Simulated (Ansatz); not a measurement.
# InSb wire along [111], 14 atoms a period, H-terminated: bands by functional

What gap, if any, does the InSb wire along [111], 14 atoms a period, H-terminated have, and how does it change with the functional?

Method: DFT PBE, plane waves, PAW; relaxation of a wire's period; PAW set soft_1, in the first sound run; inputs show where later runs differ, in Ansatz 0.2.0.

## (1) The structure

The cell holds 32 atoms: 7 In, 7 Sb and 18 H. Its edges and angles: a = 14.395 Å, b = 15.541 Å, c = 11.483 Å, α = 90.0°, β = 90.0°, γ = 90.0°. Vacuum lies along a and b. The structure's axis is c.

## (2) Relaxation of atoms and period

Band widths follow the bond lengths, so the wire is relaxed first. The atoms and the third cell vector are free; the box across stays fixed as vacuum. A Fermi-Dirac smearing is set since the result may be a metal. The pressure printed is a third of the stress's trace over the whole box, vacuum included; only the stress along the axis is relaxed.

input.yaml reads:

```yaml
crystal:
  lattice:
    - [14.395, 0.0, 0.0]
    - [0.0, 15.541, 0.0]
    - [0.0, 0.0, 11.4834968542]
  atoms:
    - { symbol: In, position: [0.337156229, 0.413843586, 0.0] }
    - { symbol: In, position: [0.499994644, 0.675089919, 0.0] }
    - { symbol: Sb, position: [0.337156229, 0.413843586, 0.25] }
    - { symbol: Sb, position: [0.499994644, 0.675089919, 0.25] }
    - { symbol: Sb, position: [0.662833058, 0.413843586, 0.25] }
    - { symbol: H, position: [0.236193123, 0.642000475, 0.281664983] }
    - { symbol: H, position: [0.499994644, 0.218776141, 0.281664983] }
    - { symbol: H, position: [0.763796164, 0.642000475, 0.281664983] }
    - { symbol: H, position: [0.237894748, 0.360760908, 0.300797535] }
    - { symbol: H, position: [0.499994644, 0.781255276, 0.300797535] }
    - { symbol: H, position: [0.762094539, 0.360760908, 0.300797535] }
    - { symbol: In, position: [0.337156229, 0.588007808, 0.333333333] }
    - { symbol: In, position: [0.499994644, 0.326761476, 0.333333333] }
    - { symbol: In, position: [0.662833058, 0.588007808, 0.333333333] }
    - { symbol: Sb, position: [0.337156229, 0.588007808, 0.583333333] }
    - { symbol: Sb, position: [0.499994644, 0.326761476, 0.583333333] }
    - { symbol: Sb, position: [0.662833058, 0.588007808, 0.583333333] }
    - { symbol: H, position: [0.237894748, 0.534925129, 0.634130868] }
    - { symbol: H, position: [0.337156229, 0.694173166, 0.634130868] }
    - { symbol: H, position: [0.400733163, 0.273678797, 0.634130868] }
    - { symbol: H, position: [0.599256124, 0.273678797, 0.634130868] }
    - { symbol: H, position: [0.662833058, 0.694173166, 0.634130868] }
    - { symbol: H, position: [0.762094539, 0.534925129, 0.634130868] }
    - { symbol: In, position: [0.499994644, 0.500925697, 0.666666667] }
    - { symbol: Sb, position: [0.499994644, 0.500925697, 0.916666667] }
    - { symbol: H, position: [0.236193123, 0.467836254, 0.94833165] }
    - { symbol: H, position: [0.337156229, 0.305858251, 0.94833165] }
    - { symbol: H, position: [0.399031537, 0.729082586, 0.94833165] }
    - { symbol: H, position: [0.60095775, 0.729082586, 0.94833165] }
    - { symbol: H, position: [0.662833058, 0.305858251, 0.94833165] }
    - { symbol: H, position: [0.763796164, 0.467836254, 0.94833165] }
    - { symbol: In, position: [0.662833058, 0.413843586, 0.0] }
kpoints:
  mp_grid: { grid: [1, 1, 7] }
scf:
  occupations: { method: fermi_dirac, width: 0.05 }
hamiltonian:
  xc: pbe
  pseudopotentials: { kind: paw, azcp: { folder: soft_1 } }
relax:
  cell: { fix: [a, b, alpha, beta, gamma] }
  max_steps: 45
  f_tol: 0.03
```

Command:

```console
ansatz run input.yaml --threads 4 --pin off --max-ram 16384MiB --backend cpu --events-out ev --progress --plain --runs-dir out
```

Numbers of over 12 decimals in the logs are rounded to 6 here.

Output:

```text
Engine: ansatz 0.2.0, aarch64-unknown-linux-gnu
Pseudopotentials: kind: paw
Pseudopotential: In, paw, valence charge 13, recommended cutoff 420 eV (normal), soft_1/In.paw.azcp
Pseudopotential: Sb, paw, valence charge 15, recommended cutoff 420 eV (normal), soft_1/Sb.paw.azcp
Pseudopotential: H, paw, valence charge 1, recommended cutoff 420 eV (normal), soft_1/H.paw.azcp
Functional definition: PBE
  parameter kappa = 0.804
  parameter beta = 0.066725
  exchange = pbe_x(kappa = kappa, mu = beta*pi^2/3)
  correlation = pbe_c(beta = beta)
Crystal: 32 atoms, lattice volume = 2569.004 Å³
Basis set: ecut = 420 eV, 50193 PW (Γ), exchange–correlation on 200×216×160 points (8 copies of the dense FFT grid, shifted against one another)
Bands: 139, of which v1, the nominal top of the filled ones, is band 107 counted from 1 (106 counted from 0)
Symmetry: 2 space group operations
Space group: Pm (ITA 6), of the structure as read, at distance tolerance 1.4e-4 Å
k-points: 4 of 7 (time reversal used)
Non-local potential: In, projectors of the file, l = 0: 2, l = 1: 2, l = 2: 2, l = 3: 1
Non-local potential: Sb, projectors of the file, l = 0: 2, l = 1: 2, l = 2: 2, l = 3: 1
Non-local potential: H, projectors of the file, l = 0: 2, l = 1: 1
PAW form: soft (Blöchl's): semilocal exchange-correlation on the pseudo side does not see the compensation charge
PAW one-centre angular grid: In, 590 points (default); XC on 64 Gauss nodes
PAW one-centre angular grid: Sb, 590 points (default); XC on 64 Gauss nodes
PAW one-centre angular grid: H, 110 points (default); XC on 64 Gauss nodes
Initial density: superposition of atomic densities (neutral atoms: chi_scale 0, normalization atom)
Initial wavefunctions: pseudopotential atomic-orbital guess
Functional: x = pbe(κ = 0.804, μ = 0.219515), c = pbe(β = 0.066725)
SCF iter   1: F=—  HF=-84860.408783 eV  |F-HF|=—  |Δ(HF+E_count)|=         —  Δρ=2.50e-2  dr2=1.96e1  ethr=3.10e-3  ⟨swp⟩=7.2  Hψ=2541  notcnv=0  defer=34
preconditioner: auto → Resta (q_TF=auto, 1.803 Å⁻¹)  ε∞=1.5  [insulator: Δε(μ)=2.258 eV  Ē_g=12.648 eV  σ=0.050 eV  W_gap=1.00  n_scr=254 (ndim 8)  ℏωp=8.8 eV  f_vac=0.647  D(μ)=0.00/eV (n_scr^D=0)  ε∞_Penn≈1.5  vacuum switching on, ρ_ref=1.2e-2 e/Å³]
SCF iter   2: F=—  HF=-84854.992999 eV  |F-HF|=—  |Δ(HF+E_count)|=    5.42e0  Δρ=8.65e-3  dr2=2.82e0  ethr=3.10e-3  ⟨swp⟩=3.8  Hψ=996  notcnv=0  defer=92
SCF iter   3: F=—  HF=-84854.441326 eV  |F-HF|=—  |Δ(HF+E_count)|=   5.52e-1  Δρ=3.81e-3  dr2=6.30e-1  ethr=1.32e-3  ⟨swp⟩=4.0  Hψ=1140  notcnv=0  defer=92
SCF iter   4: F=—  HF=-84854.327363 eV  |F-HF|=—  |Δ(HF+E_count)|=   1.14e-1  Δρ=1.04e-3  dr2=3.92e-2  ethr=2.95e-4  ⟨swp⟩=4.0  Hψ=933  notcnv=0  defer=92
SCF iter   5: F=—  HF=-84854.327138 eV  |F-HF|=—  |Δ(HF+E_count)|=   2.24e-4  Δρ=3.39e-4  dr2=2.98e-3  ethr=1.83e-5  ⟨swp⟩=3.0  Hψ=1016  notcnv=0  defer=92
SCF iter   6: F=—  HF=-84854.327848 eV  |F-HF|=—  |Δ(HF+E_count)|=   7.10e-4  Δρ=1.22e-4  dr2=8.07e-4  ethr=1.39e-6  ⟨swp⟩=2.0  Hψ=772  notcnv=0  defer=92
SCF iter   7: F=—  HF=-84854.327895 eV  |F-HF|=—  |Δ(HF+E_count)|=   4.64e-5  Δρ=3.73e-5  dr2=3.97e-5  ethr=3.77e-7  ⟨swp⟩=2.0  Hψ=772  notcnv=0  defer=92
SCF iter   8: F=—  HF=-84854.327854 eV  |F-HF|=—  |Δ(HF+E_count)|=   4.02e-5  Δρ=1.02e-5  dr2=3.68e-6  ethr=1.85e-8  ⟨swp⟩=2.0  Hψ=744  notcnv=0  defer=92
SCF iter   9: F=—  HF=-84854.327858 eV  |F-HF|=—  |Δ(HF+E_count)|=   3.47e-6  Δρ=3.69e-6  dr2=6.97e-7  ethr=1.72e-9  ⟨swp⟩=2.0  Hψ=772  notcnv=0  defer=92
SCF iter  10: F=—  HF=-84854.327858 eV  |F-HF|=—  |Δ(HF+E_count)|=   4.11e-7  Δρ=1.46e-6  dr2=1.13e-7  ethr=3.26e-10  ⟨swp⟩=2.0  Hψ=660  notcnv=0  defer=92
SCF iter  11: F=-84854.327858 eV  HF=-84854.327858 eV  |F-HF|=3.89e-9  |Δ(HF+E_count)|=   4.06e-8  Δρ=4.29e-7  dr2=6.09e-9  ethr=4.67e-11  ⟨swp⟩=4.2  Hψ=1717  notcnv=0
SCF 1 converged in 11 iterations: F = -84854.327858 eV  dr2 = 6.09e-9
  greatest PAW one-centre occupation: 0.995 electrons in one spin orbital (limit 2), on the Sb atom at site 16 (counted from 0), in its partial waves of l = 2
relax step   1: F+E_penalty+E_count = -84854.32785838 eV  Δ(F+E_penalty+E_count) = +0.000e0 eV  max|allowed force component| = 1.246e0 eV/Å  Δτ_max = 0.0000 Å  P = -0.313 GPa  Ω = 2569.004 Å³  fix = [a, b, alpha, beta, gamma]  reactions: a -0.456, b -0.459 GPa; alpha -0.001 GPa/rad  (11 SCF iters, dr2 threshold 1.00e-7 eV, accepted)
Crystal: 32 atoms, lattice volume = 2569.340 Å³
Basis set: ecut = 420 eV, 50201 PW (Γ), exchange–correlation on 200×216×160 points (8 copies of the dense FFT grid, shifted against one another)
Initial density: handed on by an earlier stage of this run
Initial wavefunctions: those handed on with the density
iter 1 solved again at ethr=1.48e-4 eV; its pass at ethr=3.10e-3 eV (dr2=3.16e-1 eV) is discarded
SCF iter   1: F=—  HF=-84855.413764 eV  |F-HF|=—  |Δ(HF+E_count)|=         —  Δρ=3.34e-3  dr2=3.16e-1  ethr=1.48e-4  ⟨swp⟩=5.5  Hψ=2619  notcnv=0
preconditioner: auto → Resta (q_TF=auto, 1.803 Å⁻¹)  ε∞=1.5  [insulator: Δε(μ)=2.180 eV  Ē_g=12.636 eV  σ=0.050 eV  W_gap=1.00  n_scr=254 (ndim 8)  ℏωp=8.8 eV  f_vac=0.690  D(μ)=0.00/eV (n_scr^D=0)  ε∞_Penn≈1.5  vacuum switching on, ρ_ref=1.2e-2 e/Å³]
SCF iter   2: F=—  HF=-84855.328669 eV  |F-HF|=—  |Δ(HF+E_count)|=   8.51e-2  Δρ=1.67e-3  dr2=4.64e-2  ethr=1.48e-4  ⟨swp⟩=5.8  Hψ=1012  notcnv=0
SCF iter   3: F=—  HF=-84855.325611 eV  |F-HF|=—  |Δ(HF+E_count)|=   3.06e-3  Δρ=5.72e-4  dr2=1.33e-2  ethr=2.17e-5  ⟨swp⟩=3.0  Hψ=1097  notcnv=0  defer=37
SCF iter   4: F=—  HF=-84855.323638 eV  |F-HF|=—  |Δ(HF+E_count)|=   1.97e-3  Δρ=1.79e-4  dr2=1.25e-3  ethr=6.22e-6  ⟨swp⟩=3.0  Hψ=987  notcnv=0  defer=37
SCF iter   5: F=—  HF=-84855.323459 eV  |F-HF|=—  |Δ(HF+E_count)|=   1.79e-4  Δρ=4.39e-5  dr2=6.18e-5  ethr=5.84e-7  ⟨swp⟩=2.0  Hψ=790  notcnv=0  defer=22
SCF iter   6: F=—  HF=-84855.323478 eV  |F-HF|=—  |Δ(HF+E_count)|=   1.87e-5  Δρ=1.61e-5  dr2=1.19e-5  ethr=2.89e-8  ⟨swp⟩=2.8  Hψ=937  notcnv=0  defer=14
SCF iter   7: F=-84855.323480 eV  HF=-84855.323480 eV  |F-HF|=6.05e-8  |Δ(HF+E_count)|=   1.74e-6  Δρ=5.50e-6  dr2=1.04e-6  ethr=1.50e-9  ⟨swp⟩=5.0  Hψ=1803  notcnv=0
SCF 2 converged in 7 iterations: F = -84855.323480 eV  dr2 = 1.04e-6
  greatest PAW one-centre occupation: 0.995 electrons in one spin orbital (limit 2), on the Sb atom at site 15 (counted from 0), in its partial waves of l = 2
[...]
Initial wavefunctions: pseudopotential atomic-orbital guess (no wavefunctions were taken with the density)
iter 1 solved again at ethr=4.12e-7 eV; its pass at ethr=3.10e-3 eV (dr2=8.81e-4 eV) is discarded
SCF iter   1: F=—  HF=-84855.793296 eV  |F-HF|=—  |Δ(HF+E_count)|=         —  Δρ=4.67e-5  dr2=1.64e-6  ethr=4.12e-7  ⟨swp⟩=6.0  Hψ=4391  notcnv=0
preconditioner: auto → Resta (q_TF=auto, 1.800 Å⁻¹)  ε∞=1.5  [insulator: Δε(μ)=2.418 eV  Ē_g=12.740 eV  σ=0.050 eV  W_gap=1.00  n_scr=254 (ndim 8)  ℏωp=8.7 eV  f_vac=0.695  D(μ)=0.00/eV (n_scr^D=0)  ε∞_Penn≈1.5  vacuum switching on, ρ_ref=1.2e-2 e/Å³]
SCF iter   2: F=—  HF=-84855.798622 eV  |F-HF|=—  |Δ(HF+E_count)|=   5.33e-3  Δρ=2.34e-5  dr2=4.39e-7  ethr=7.65e-10  ⟨swp⟩=3.0  Hψ=1187  notcnv=0
SCF iter   3: F=—  HF=-84855.801353 eV  |F-HF|=—  |Δ(HF+E_count)|=   2.73e-3  Δρ=3.07e-6  dr2=1.77e-7  ethr=2.05e-10  ⟨swp⟩=3.0  Hψ=1201  notcnv=0
SCF iter   4: F=—  HF=-84855.801425 eV  |F-HF|=—  |Δ(HF+E_count)|=   7.22e-5  Δρ=1.12e-6  dr2=1.72e-8  ethr=8.28e-11  ⟨swp⟩=3.0  Hψ=1104  notcnv=0
SCF iter   5: F=—  HF=-84855.801444 eV  |F-HF|=—  |Δ(HF+E_count)|=   1.89e-5  Δρ=3.66e-7  dr2=4.27e-9  ethr=8.06e-12  ⟨swp⟩=3.5  Hψ=977  notcnv=0
SCF iter   6: F=—  HF=-84855.801447 eV  |F-HF|=—  |Δ(HF+E_count)|=   2.93e-6  Δρ=8.43e-8  dr2=5.49e-10  ethr=2.00e-12  ⟨swp⟩=3.2  Hψ=1061  notcnv=0
SCF iter   7: F=-84855.801447 eV  HF=-84855.801447 eV  |F-HF|=2.73e-8  |Δ(HF+E_count)|=   2.75e-8  Δρ=4.23e-8  dr2=1.05e-10  ethr=1.00e-12  ⟨swp⟩=5.0  Hψ=1796  notcnv=0
SCF 7 converged in 7 iterations: F = -84855.801447 eV  dr2 = 1.05e-10
relax step   7: F+E_penalty+E_count = -84855.80144737 eV  Δ(F+E_penalty+E_count) = -2.384e-3 eV  max|allowed force component| = 2.169e-2 eV/Å  Δτ_max = 0.0000 Å  P = -0.011 GPa  Ω = 2595.557 Å³  fix = [a, b, alpha, beta, gamma]  reactions: a -0.003, b -0.007 GPa; alpha -0.000 GPa/rad  stress off target by 2.23e-2 GPa on what of the cell is left free  SCF on the basis re-selected at this cell (its energy is not comparable with the rows above)  (7 SCF iters)
basis re-selected at this cell: Δ(F+E_penalty+E_count) = -2.384e-3 eV, ΔP = +0.001 GPa vs the last step (what re-selecting the basis moved, of the pressure what is left beyond the Pulay correction that the steps carried, after the strain that the cell walked since its last selection, with what the two solves' SCF thresholds leave and, on support functions, any second-order correction that the steps lacked; it is no m [...]
SCF converged after 7 iterations
Free energy (F): -84855.801447 eV
Harris-Foulkes:  -84855.801447 eV  (|F-HF|=2.73e-8)
Internal energy: -84855.801447 eV  (E = F + TS)
E sigma→0 (E₀):  -84855.801447 eV
Fermi energy:    -2.112211 eV
--- Per-component energies (eV) ---
  E_band       = -3832.267447
  E_kinetic    = 2894.278491
  E_local      = -72451.894323  (includes V_loc(G=0)·N_el)
  E_nonlocal   = 5036.494850
  E_hartree    = 33309.574914
  E_xc         = -1831.849864
  E_vxc        = -1440.516337  (∫ρ·V_xc dr)
  E_paw        = -61302.332994  (= ΣΔE_a)
  E_vpaw       = -4489.766223  (= ΣTr[D̂ρ^β])
  E_aug_tail   = -0.013671  (compensation charges beyond the density's cutoff)
  E_ewald      = 9489.941150
  E_smearing   = -0.000000  (= −TS)
  E_closure    = 0.000000  (closes the sum)
  Σ components = -84855.801447   (vs F -84855.801447, Δ=0.00e0)
--- Forces (eV/Å), atoms counted from 1 ---
  atom   1  In     0.00747410     0.00442856     0.00373331
  atom   2  In     0.00000000    -0.00813727     0.00387770
  atom   3  Sb    -0.00387616    -0.00225740    -0.00454670
  atom   4  Sb     0.00000000     0.00459416    -0.00441125
  atom   5  Sb     0.00387616    -0.00225740    -0.00454670
  atom   6  H      0.01796486    -0.01035824     0.00873879
  atom   7  H      0.00000000     0.02047023     0.00877763
  atom   8  H     -0.01796486    -0.01035824     0.00873879
  atom   9  H      0.00141366     0.00081374     0.00099565
  atom  10  H      0.00000000    -0.00176119     0.00079417
  atom  11  H     -0.00141366     0.00081374     0.00099565
  atom  12  In    -0.01753605     0.01018572    -0.00638352
  atom  13  In     0.00000000    -0.01991384    -0.00644461
  atom  14  In     0.01753605     0.01018572    -0.00638352
  atom  15  Sb     0.00581400    -0.00328896     0.00188247
  atom  16  Sb     0.00000000     0.00668887     0.00186690
  atom  17  Sb    -0.00581400    -0.00328896     0.00188247
  atom  18  H      0.00181828     0.00667138    -0.00339876
  atom  19  H     -0.00493821    -0.00491519    -0.00338264
  atom  20  H      0.00671548    -0.00171021    -0.00335177
  atom  21  H     -0.00671548    -0.00171021    -0.00335177
  atom  22  H      0.00493821    -0.00491519    -0.00338264
  atom  23  H     -0.00181828     0.00667138    -0.00339876
  atom  24  In     0.00000000    -0.00000631     0.02169398
  atom  25  Sb     0.00000000    -0.00035516    -0.00848247
  atom  26  H     -0.00057282    -0.00230331    -0.00113127
  atom  27  H     -0.00197546     0.00044804    -0.00095812
  atom  28  H      0.00177078     0.00149636    -0.00103410
  atom  29  H     -0.00177078     0.00149636    -0.00103410
  atom  30  H      0.00197546     0.00044804    -0.00095812
  atom  31  H      0.00057282    -0.00230331    -0.00113127
  atom  32  In    -0.00747410     0.00442856     0.00373331
  max |Σ_I F_I| component: 1.27e-6 eV/Å
--- Stress (GPa, compression-positive) ---
       -0.003345       0.000000       0.000000
        0.000000      -0.006530       0.000157
        0.000000       0.000157      -0.022328
  P = ⅓ Tr σ = -0.0107 GPa (-0.107 kbar)
--- Relaxed structure (6 steps of the walk, 6 accepted, 1 SCFs on fresh bases) ---
  F+E_penalty+E_count = -84855.80144737 eV   max|allowed force component| = 2.169e-2 eV/Å   (the final SCF, on the basis selected at the relaxed cell)
  cell:  # Å, volume = 2595.5572 Å³
    - [14.395, 0.0, 0.0]
    - [0.0, 15.541, 0]
    - [0.0, 0, 11.602190]
  atoms:
    - { symbol: In, position: [0.328082, 0.408922, -0.012609] }
    - { symbol: In, position: [0.5, 0.684867, -0.012667] }
    - { symbol: Sb, position: [0.345322, 0.418230, 0.239684] }
    - { symbol: Sb, position: [0.5, 0.666455, 0.239628] }
    - { symbol: Sb, position: [0.654678, 0.418230, 0.239684] }
    - { symbol: H, position: [0.230237, 0.645141, 0.297219] }
    - { symbol: H, position: [0.5, 0.212437, 0.297200] }
    - { symbol: H, position: [0.769763, 0.645141, 0.297219] }
    - { symbol: H, position: [0.252038, 0.368353, 0.303161] }
    - { symbol: H, position: [0.5, 0.766206, 0.303122] }
    - { symbol: H, position: [0.747962, 0.368353, 0.303161] }
    - { symbol: In, position: [0.333454, 0.590069, 0.322457] }
    - { symbol: In, position: [0.5, 0.322788, 0.322509] }
    - { symbol: In, position: [0.666546, 0.590069, 0.322457] }
    - { symbol: Sb, position: [0.351615, 0.580318, 0.574397] }
    - { symbol: Sb, position: [0.5, 0.342228, 0.574420] }
    - { symbol: Sb, position: [0.648385, 0.580318, 0.574397] }
    - { symbol: H, position: [0.250658, 0.540297, 0.631077] }
    - { symbol: H, position: [0.338519, 0.681287, 0.631134] }
    - { symbol: H, position: [0.412128, 0.281216, 0.631092] }
    - { symbol: H, position: [0.587872, 0.281216, 0.631092] }
    - { symbol: H, position: [0.661481, 0.681287, 0.631134] }
    - { symbol: H, position: [0.749342, 0.540297, 0.631077] }
    - { symbol: In, position: [0.5, 0.500971, 0.706585] }
    - { symbol: Sb, position: [0.5, 0.500916, 0.946765] }
    - { symbol: H, position: [0.234958, 0.474721, 0.952091] }
    - { symbol: H, position: [0.343116, 0.301289, 0.952220] }
    - { symbol: H, position: [0.391852, 0.726536, 0.952044] }
    - { symbol: H, position: [0.608148, 0.726536, 0.952044] }
    - { symbol: H, position: [0.656884, 0.301289, 0.952220] }
    - { symbol: H, position: [0.765042, 0.474721, 0.952091] }
    - { symbol: In, position: [0.671918, 0.408922, -0.012609] }
```

Elapsed: 4.6 min, on 4 threads of Arm Neoverse V2, shared host; peak memory 5.6 GiB.

Step by step:

```csv
step,energy less that of the first step (eV),largest force component (eV/Å),pressure (GPa),volume (Å³)
1,0.0000,1.2457,-0.31,2569.00
2,-0.9956,0.4169,-0.08,2569.34
3,-1.3615,0.3282,0.03,2564.78
4,-1.4467,0.1219,0.01,2589.84
5,-1.4671,0.0517,0.00,2594.35
6,-1.4712,0.0217,-0.01,2595.56
7*,-1.4736,0.0217,-0.01,2595.56
```

Relaxation steps marked * repeat the geometry before them on a plane-wave basis chosen anew for their cell, so energy and pressure can jump there.

The run keeps the 2 symmetry operations that it works with, so distortions that break them were not tested.

```csv
cell as run,before,after,change
c (Å),11.483,11.602,+1.0 %
```

The atoms that moved most (Å, along periodic axes as changes of fractional coordinates times the final cell, across vacuum about the mean position):

```csv
atom,dx,dy,dz,length
In24,0.000,0.001,0.463,0.463
Sb25,0.000,0.000,0.349,0.349
Sb16,0.000,0.240,-0.103,0.262
Sb15,0.208,-0.120,-0.104,0.261
Sb17,-0.208,-0.120,-0.104,0.261
H9,0.204,0.118,0.027,0.237
H11,-0.204,0.118,0.027,0.237
H10,0.000,-0.234,0.027,0.235
```

Numbers from this step:

| Property | Result |
| --- | --- |
| cell length along the wire | 11.60 Å |

The cell's length comes to 11.602 Å with spin left out.

[end of part 1 of 2]

[Logs are printed without paths, hosts, clocks, repeated set-up lines and the standing remarks that a program may print on its own settings, such as how far it seeks lower states.]

[Hosts, paths, dates, database ids (printed as entryN), source tags and the programs' standing remarks are cut or masked in the printed files.]
